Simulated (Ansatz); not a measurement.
# Li2CeP2 (P-3m1): relaxing the cell for a phonon run

Aim: bring Li2CeP2 (P-3m1) to small forces and stress, as phonons need.

Program: Ansatz 0.2.0. Level of theory: DFT LDA+U, scalar-relativistic, plane waves, PAW. Results are calculated unless marked as measured.

## Step 1: Starting point

The structure is trigonal, space group P-3m1 (No. 164). Conventional cell: a = 4.154 Å, b = 4.154 Å, c = 6.644 Å, α = 90.00°, β = 90.00°, γ = 120.00°. Nearest to Li lie 4 P at 2.59 Å and 3 Li at 2.89 Å. Nearest to Ce lie 6 P at 2.85 Å. Nearest to P lie 4 Li at 2.59 Å and 3 Ce at 2.85 Å. Farther neighbours are not listed.

## Step 2: Probe on a coarse mesh

First a cheap look: the gap decides the mesh and the occupations, the pressure tells how far the cell has to move.

Contents of input.yaml:

```yaml
crystal:
  lattice:
    - [4.1542094556, 0.0, 0.0]
    - [-2.0771047278, 3.5976509212, 0.0]
    - [0.0, 0.0, 6.64447003]
  atoms:
    - { symbol: Li, position: [0.66666667, 0.33333333, 0.37852144] }
    - { symbol: Li, position: [0.33333333, 0.66666667, 0.62147856] }
    - { symbol: Ce, position: [0.0, 0.0, 0.0] }
    - { symbol: P, position: [0.66666667, 0.33333333, 0.76884549] }
    - { symbol: P, position: [0.33333333, 0.66666667, 0.23115451] }
kpoints:
  mp_grid: { grid: [6, 6, 4] }
hamiltonian:
  xc: lda
  hubbard: { sites: [{ species: Ce, l: f, u_eff: 5.0 }] }
scf:
  occupations: { method: gaussian, width: 0.1 }
output:
  forces: true
  stress: true
  eigenvalues: true
```

Launch:

```sh
$ ansatz run input.yaml --threads 8 --pin off --max-ram 14336MiB --backend cpu --events-out ev --progress --plain --runs-dir out
```

Numbers of over 12 decimals in the logs are rounded to 6 here.

Output:

```text
Li: projections on atomic orbitals take those of the free atom 1s2 2s1, of charge +0.00 (hamiltonian.pseudopotentials.projection_atoms); the dataset's partial waves leave at most 8.9e-11 of an orbital's norm unspanned inside its sphere
[...]
k-point 0: bands = [... 10 lower, 4.7395, 6.0752, 6.4672, 6.4672, 7.6948, 7.7123, 7.7123, 7.8692, ... 6 higher]
  k-point 1: bands = [... 10 lower, 4.7818, 5.6591, 6.3778, 6.3778, 7.5901, 7.6969, 7.7144, 7.7144, ... 6 higher]
  k-point 2: bands = [... 10 lower, 4.8284, 4.8411, 6.2838, 6.2838, 7.3666, 7.6980, 7.7166, 7.7166, ... 6 higher]
  k-point 23: bands = [... 10 lower, 4.5625, 5.0021, 5.3215, 5.3215, 6.9875, 7.4533, 7.4533, 7.6922, ... 6 higher]
Occupation matrices written to <dir>
[key lines of the parts left out:]
SCF converged after 17 iterations (14 of them on 19 bands)
Free energy (F): -8255.716013 eV
Fermi energy:    6.724761 eV
P = ⅓ Tr σ = -3.9501 GPa (-39.501 kbar)
```

The job ended after 2.6 s (8 threads of Intel Xeon Platinum 8488C (Sapphire Rapids), shared host; peak memory 0.6 GiB; 9.9 s of CPU time).

Numbers from this step:

```
pressure           : -3.950 GPa
volume per atom    : 19.86 Å³
gap on the k-mesh  : 0.5203 eV
direct gap on mesh : 0.8893 eV
```

The coarse mesh shows a gap of 0.52 eV and a pressure of -4.0 GPa.

## Step 3: Relaxation

Harmonic phonons are second derivatives at a point where the forces vanish, and they are wanted at zero stress, so atoms and cell are relaxed first.

Changes to input.yaml since step 2:

```diff
@@ -12,3 +12,3 @@
 kpoints:
-  mp_grid: { grid: [6, 6, 4] }
+  mp_grid: { grid: [9, 9, 6] }
 hamiltonian:
@@ -17,3 +17,3 @@
 scf:
-  occupations: { method: gaussian, width: 0.1 }
+  occupations: { method: gaussian, width: 0.02 }
 output:
@@ -22 +22,6 @@
   eigenvalues: true
+relax:
+  adjacent_minimum: "off"
+  f_tol: 0.005
+  max_steps: 80
+  cell: { stress_tol: 0.05 }
```

Output:

```text
[...]
Crystal: 5 atoms, lattice volume = 99.304 Å³
Basis set: ecut = 420 eV, 1913 PW (Γ)
Bands: 19, of which v1, the nominal top of the filled ones, is band 14 counted from 1 (13 counted from 0)
Symmetry: 12 space group operations
[...]
k-points: 62 of 486
[...]
SCF iter   1: F=—  HF=-8261.116919 eV  |F-HF|=—  |Δ(HF+E_count)|=         —  Δρ=1.35e-1  dr2=1.47e1  ethr=3.10e-3  ⟨swp⟩=10.4  Hψ=8510  notcnv=0
[...]
SCF iter  14: F=-8255.718507 eV  HF=-8255.718507 eV  |F-HF|=2.31e-9  |Δ(HF+E_count)|=   2.84e-8  Δρ=8.22e-7  dr2=2.92e-9  ethr=3.57e-10  ⟨swp⟩=17.4  Hψ=10679  notcnv=0
SCF 1, on 19 bands, converged in 14 iterations: F = -8255.718507 eV; the run's SCF on all bands comes behind
[...]
Bands: 24, of which v1, the nominal top of the filled ones, is band 14 counted from 1 (13 counted from 0)
[...]
SCF iter   3: F=-8255.718507 eV  HF=-8255.718507 eV  |F-HF|=7.80e-10  |Δ(HF+E_count)|=  5.82e-11  Δρ=1.00e-6  dr2=1.07e-9  ethr=4.04e-12  ⟨swp⟩=1.1  Hψ=3265  notcnv=0
SCF 2 converged in 3 iterations: F = -8255.718507 eV  dr2 = 1.07e-9
relax step   1: F+E_penalty+E_count = -8255.71850710 eV  Δ(F+E_penalty+E_count) = +0.000e0 eV  max|allowed force component| = 1.840e-1 eV/Å  Δτ_max = 0.0000 Å  P = -3.964 GPa  Ω = 99.304 Å³  (17 SCF iters, dr2 threshold 1.00e-7 eV, accepted)
Crystal: 5 atoms, lattice volume = 88.173 Å³
Basis set: ecut = 420 eV, 1725 PW (Γ)
[...]
SCF iter   8: F=-8255.621472 eV  HF=-8255.621472 eV  |F-HF|=4.08e-8  |Δ(HF+E_count)|=   2.68e-7  Δρ=5.84e-6  dr2=4.40e-8  ethr=1.79e-9  ⟨swp⟩=6.1  Hψ=7661  notcnv=0
SCF 3 converged in 8 iterations: F = -8255.621472 eV  dr2 = 4.40e-8
relax step   2: F+E_penalty+E_count = -8255.62147162 eV  Δ(F+E_penalty+E_count) = +9.704e-2 eV  max|allowed force component| = 1.082e0 eV/Å  Δτ_max = 0.0746 Å  P = +6.212 GPa  Ω = 88.173 Å³  energy of the carried Pulay correction = +1.562e-3 eV  (8 SCF iters, dr2 threshold 5.00e-7 eV, rejected (line search))
Crystal: 5 atoms, lattice volume = 93.666 Å³
Basis set: ecut = 420 eV, 1797 PW (Γ)
[...]
SCF iter  11: F=-8255.797641 eV  HF=-8255.797641 eV  |F-HF|=1.82e-12  |Δ(HF+E_count)|=  1.82e-10  Δρ=5.05e-8  dr2=4.06e-12  ethr=1.00e-12  ⟨swp⟩=5.4  Hψ=7893  notcnv=0
SCF 4 converged in 11 iterations: F = -8255.797641 eV  dr2 = 4.06e-12
relax step   3: F+E_penalty+E_count = -8255.79764060 eV  Δ(F+E_penalty+E_count) = -7.913e-2 eV  max|allowed force component| = 5.544e-2 eV/Å  Δτ_max = 0.0263 Å  P = -0.495 GPa  Ω = 93.666 Å³  energy of the carried Pulay correction = +7.685e-4 eV  (11 SCF iters, accepted)
[...]
relax step   4: F+E_penalty+E_count = -8255.79908839 eV  Δ(F+E_penalty+E_count) = -1.448e-3 eV  max|allowed force component| = 1.640e-2 eV/Å  Δτ_max = 0.0170 Å  P = +0.090 GPa  Ω = 92.947 Å³  energy of the carried Pulay correction = +8.696e-4 eV  (7 SCF iters, dr2 threshold 5.00e-7 eV, accepted)
[...]
relax step   5: F+E_penalty+E_count = -8255.79921049 eV  Δ(F+E_penalty+E_count) = -1.221e-4 eV  max|allowed force component| = 8.398e-3 eV/Å  Δτ_max = 0.0036 Å  P = -0.006 GPa  Ω = 93.057 Å³  energy of the carried Pulay correction = +8.542e-4 eV  (6 SCF iters, dr2 threshold 4.54e-8 eV, accepted)
[...]
relax step   6: F+E_penalty+E_count = -8255.79925039 eV  Δ(F+E_penalty+E_count) = -3.990e-5 eV  max|allowed force component| = 1.267e-3 eV/Å  Δτ_max = 0.0016 Å  P = +0.004 GPa  Ω = 93.055 Å³  energy of the carried Pulay correction = +8.543e-4 eV  (6 SCF iters, dr2 threshold 9.16e-9 eV, accepted)
[...]
SCF iter   6: F=-8255.798565 eV  HF=-8255.798565 eV  |F-HF|=2.55e-11  |Δ(HF+E_count)|=  1.16e-10  Δρ=1.44e-7  dr2=3.14e-11  ethr=1.00e-12  ⟨swp⟩=6.1  Hψ=6363  notcnv=0
SCF 8 converged in 6 iterations: F = -8255.798565 eV  dr2 = 3.14e-11
relax step   7: F+E_penalty+E_count = -8255.79856532 eV  Δ(F+E_penalty+E_count) = +6.851e-4 eV  max|allowed force component| = 1.251e-3 eV/Å  Δτ_max = 0.0000 Å  P = -0.003 GPa  Ω = 93.055 Å³  stress off target by 6.34e-3 GPa  SCF on the basis re-selected at this cell (its energy is not comparable with the rows above)  (6 SCF iters)
basis re-selected at this cell: Δ(F+E_penalty+E_count) = +6.851e-4 eV, ΔP = -0.007 GPa vs the last step (what re-selecting the basis moved, of the pressure what is left beyond the Pulay correction that the steps carried, after the strain that the cell walked since its last selection, with what the two solves' SCF thresholds leave and, on support functions, any second-order correction that the steps lacked; it is no m [...]
SCF converged after 6 iterations
Free energy (F): -8255.798565 eV
[...]
Internal energy: -8255.798565 eV  (E = F + TS)
E sigma→0 (E₀):  -8255.798565 eV
Fermi energy:    7.446376 eV
[...]
--- Forces (eV/Å), atoms counted from 1 ---
  atom   1  Li     0.00000000     0.00000000    -0.00125094
  atom   2  Li    -0.00000000    -0.00000000     0.00125094
  atom   3  Ce     0.00000000    -0.00000000     0.00000000
  atom   4  P      0.00000000     0.00000000     0.00063376
  atom   5  P     -0.00000000    -0.00000000    -0.00063376
  max |Σ_I F_I| component: 2.47e-32 eV/Å
--- Stress (GPa, compression-positive) ---
       -0.006337      -0.000000      -0.000000
       -0.000000      -0.006337       0.000000
       -0.000000       0.000000       0.002344
  P = ⅓ Tr σ = -0.0034 GPa (-0.034 kbar)
--- Band table (eV; the first three rows and the last of 62) ---
  k-point 0: bands = [... 10 lower, 5.2763, 6.7519, 7.1196, 7.1196, 8.4323, 8.4459, 8.4459, 8.6147, ... 6 higher]
  k-point 1: bands = [... 10 lower, 5.2991, 6.5522, 7.0692, 7.0692, 8.4306, 8.4472, 8.4472, 8.6147, ... 6 higher]
  k-point 2: bands = [... 10 lower, 5.3480, 5.9816, 6.9649, 6.9649, 8.2735, 8.4393, 8.4500, 8.4500, ... 6 higher]
  k-point 61: bands = [... 10 lower, 5.1535, 5.5722, 5.9099, 5.9099, 7.7731, 8.1773, 8.1773, 8.3973, ... 6 higher]
Occupation matrices written to <dir>
--- Relaxed structure (6 steps of the walk, 5 accepted, 1 SCFs on fresh bases) ---
  F+E_penalty+E_count = -8255.79856532 eV   max|allowed force component| = 1.251e-3 eV/Å   (the final SCF, on the basis selected at the relaxed cell)
  cell:  # Å, volume = 93.0554 Å³
    - [4.069330, 0, -2.335724207416606e-17]
    - [-2.034665, 3.524143, 1.167862103708303e-17]
    - [-3.7358851690987903e-17, 0, 6.488815]
  atoms:
    - { symbol: Li, position: [0.666667, 0.333333, 0.376347] }
    - { symbol: Li, position: [0.333333, 0.666667, 0.623653] }
    - { symbol: Ce, position: [0, 0, 0] }
    - { symbol: P, position: [0.666667, 0.333333, 0.766734] }
    - { symbol: P, position: [0.333333, 0.666667, 0.233266] }
```

Wall time 10 s (8 threads); peak memory 0.76 GiB.

The steps of the relaxation:

| step | energy less that of the first step (eV) | largest force component (eV/Å) | pressure (GPa) | volume (Å³) |
| --- | --- | --- | --- | --- |
| 1 | 0.0000 | 0.1840 | -3.96 | 99.30 |
| 2 | 0.0970 | 1.0817 | 6.21 | 88.17 |
| 3 | -0.0791 | 0.0554 | -0.49 | 93.67 |
| 4 | -0.0806 | 0.0164 | 0.09 | 92.95 |
| 5 | -0.0807 | 0.0084 | -0.01 | 93.06 |
| 6 | -0.0807 | 0.0013 | 0.00 | 93.06 |
| 7* | -0.0801 | 0.0013 | 0.00 | 93.06 |

Relaxation steps marked * repeat the geometry before them on a plane-wave basis chosen anew for their cell, so energy and pressure can jump there. Relaxation step 2 was tried and not accepted.

The run keeps the 12 symmetry operations that it works with, so distortions that break them were not tested.

| conventional cell, symmetrised | before | after | change |
| --- | --- | --- | --- |
| a (Å) | 4.154 | 4.069 | -2.0 % |
| b (Å) | 4.154 | 4.069 | -2.0 % |
| c (Å) | 6.644 | 6.489 | -2.3 % |
| volume (Å³/atom) | 19.86 | 18.61 | -6.3 % |

The atoms that moved most (Å, as changes of fractional coordinates times the final cell):

| atom | dx | dy | dz | length |
| --- | --- | --- | --- | --- |
| Li2 | 0.000 | 0.000 | 0.014 | 0.014 |
| Li1 | 0.000 | 0.000 | -0.014 | 0.014 |
| P5 | 0.000 | 0.000 | 0.014 | 0.014 |
| P4 | 0.000 | 0.000 | -0.014 | 0.014 |

Final coordinates:

```cif
data_structure
_symmetry_space_group_name_H-M 'P 1'
_symmetry_Int_Tables_number 1
_cell_length_a 4.0693
_cell_length_b 4.0693
_cell_length_c 6.4888
_cell_angle_alpha 90.000
_cell_angle_beta 90.000
_cell_angle_gamma 120.000
_cell_volume 93.06
loop_
_atom_site_label
_atom_site_type_symbol
_atom_site_fract_x
_atom_site_fract_y
_atom_site_fract_z
_atom_site_occupancy
Li1 Li 0.66667 0.33333 0.37635 1
Li2 Li 0.33333 0.66667 0.62365 1
Ce3 Ce 0.00000 0.00000 0.00000 1
P4 P 0.66667 0.33333 0.76673 1
P5 P 0.33333 0.66667 0.23327 1
```

This step gave:

```yaml
pressure: -0.003443 GPa
gap_on_the_k_mesh: 0.6535 eV
volume_per_atom: 18.61 Å³
direct_gap_on_mesh: 1.018 eV
```

In this step the volume went from 19.86 to 18.61 Å³/atom.

## Step 4: Tight relaxation

Phonons need a cell at rest on their own settings, so the relaxation is repeated with tight tolerances on forces and stress on the k mesh and occupations of the first response run.

input.yaml, the sections that differ from step 3:

```yaml
crystal:
  lattice:
    - [4.0693296, 0.0, 0.0]
    - [-2.0346648, 3.52414281, 0.0]
    - [0.0, 0.0, 6.4888151637]
  atoms:
    - { symbol: Li, position: [0.6666666667, 0.3333333333, 0.3763472333] }
    - { symbol: Li, position: [0.3333333333, 0.6666666667, 0.6236527667] }
    - { symbol: Ce, position: [0.0, 0.0, 0.0] }
    - { symbol: P, position: [0.6666666667, 0.3333333333, 0.7667343642] }
    - { symbol: P, position: [0.3333333333, 0.6666666667, 0.2332656358] }
scf:
  occupations: { method: fixed }
relax:
  adjacent_minimum: "off"
  f_tol: 0.001
  max_steps: 60
  cell: { stress_tol: 0.01 }
# kpoints, hamiltonian, output: as in step 3
```

Output:

```text
[...]
Crystal: 5 atoms, lattice volume = 93.055 Å³
Basis set: ecut = 420 eV, 1797 PW (Γ)
Bands: 19, of which v1, the nominal top of the filled ones, is band 14 counted from 1 (13 counted from 0)
Symmetry: 12 space group operations
[...]
k-points: 62 of 486
[...]
cell:  # Å, volume = 93.0468 Å³
    - [4.069186, 0, 0]
    - [-2.034593, 3.524018, 0]
    - [0, 0, 6.488673]
  atoms:
    - { symbol: Li, position: [0.666667, 0.333333, 0.376295] }
    - { symbol: Li, position: [0.333333, 0.666667, 0.623705] }
    - { symbol: Ce, position: [0, 0.0, 0] }
    - { symbol: P, position: [0.666667, 0.333333, 0.766754] }
    - { symbol: P, position: [0.333333, 0.666667, 0.233246] }
[key lines of the parts left out:]
SCF converged after 7 iterations
Free energy (F): -8255.798565 eV
Fermi energy:    7.120570 eV
P = ⅓ Tr σ = 0.0063 GPa (0.063 kbar)
```

The job ended after 4 s (8 threads; peak memory 0.73 GiB).

Little changed from the start: no atom moved by 0.005 Å and no cell edge by 0.1 %.

This step gave:

```
pressure           : 0.006264 GPa
gap on the k-mesh  : 0.6539 eV
direct gap on mesh : 1.019 eV
```

The largest force component left is 0.99 meV/Å and the pressure is 0.006 GPa, within the tolerances set. The cell now holds 18.61 Å³/atom.

## Step 5: Outcome

```
space group after relaxation (within 0.01 Å) : P-3m1
lattice constant a                           : 4.069 Å
lattice constant b                           : 4.069 Å
lattice constant c                           : 6.489 Å
volume per atom                              : 18.6 Å³
gap on the k-mesh                            : 0.654 eV
```

In words: The largest force component left is 0.99 meV/Å and the pressure is 0.006 GPa, within the tolerances set. The cell now holds 18.61 Å³/atom. The relaxation keeps the symmetry of its start, so it says nothing on stability against lower symmetry. The runs are without spin polarisation, although Ce often carries a moment. Spin-orbit coupling is left out, which can matter for the heavy elements here.

[Logs are printed without paths, hosts, clocks, repeated set-up lines and the standing remarks that a program may print on its own settings, such as how far it seeks lower states.]

[Hosts, paths, dates, database ids (printed as entryN), source tags and the programs' standing remarks are cut or masked in the printed files.]
